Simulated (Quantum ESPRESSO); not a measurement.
# Gap and tunnelling decay at a withheld lattice constant: BP, zinc blende or diamond type

Method. Quantum ESPRESSO 7.5 (pw.x, pwcond.x with ikind = 0), PBE, GBRV ultrasoft, cubic crystals. κ is the slowest decay along [001] at mid-gap among three points across the current.

| a (Å) | gap on the mesh (eV) | κ (1/Å) |
| --- | --- | --- |
| 4.277 | 0.969 | 0.160 |
| 4.413 | 1.125 | 0.171 |
| 4.550 | 1.260 | 0.181 |
| 4.823 | 1.484 | 0.200 |

One more run was made and is withheld. What are gap and κ at a = 4.686 Å?

By hand: A line through the rows at 4.550 and 4.823 Å gives a gap of 1.260 + 0.498 × (1.484 − 1.260) = 1.37 eV and κ = 0.190 1/Å. The two-band model κ = 0.5123 √(m* E_g/4) needs m* = 0.396 at 4.550 Å; with that mass and the new gap, κ = 0.189 1/Å.

**Check.** The gap is 1.379 eV and κ = 0.191 1/Å. The line misses the gap by −0.007 eV and κ by −0.3 %; the two-band estimate misses κ by −1.1 %.

**Limits.** The structure type is imposed. Local and semilocal gaps and decay constants are too small; no spin-orbit coupling. For an indirect gap m* is a fitting number alone.
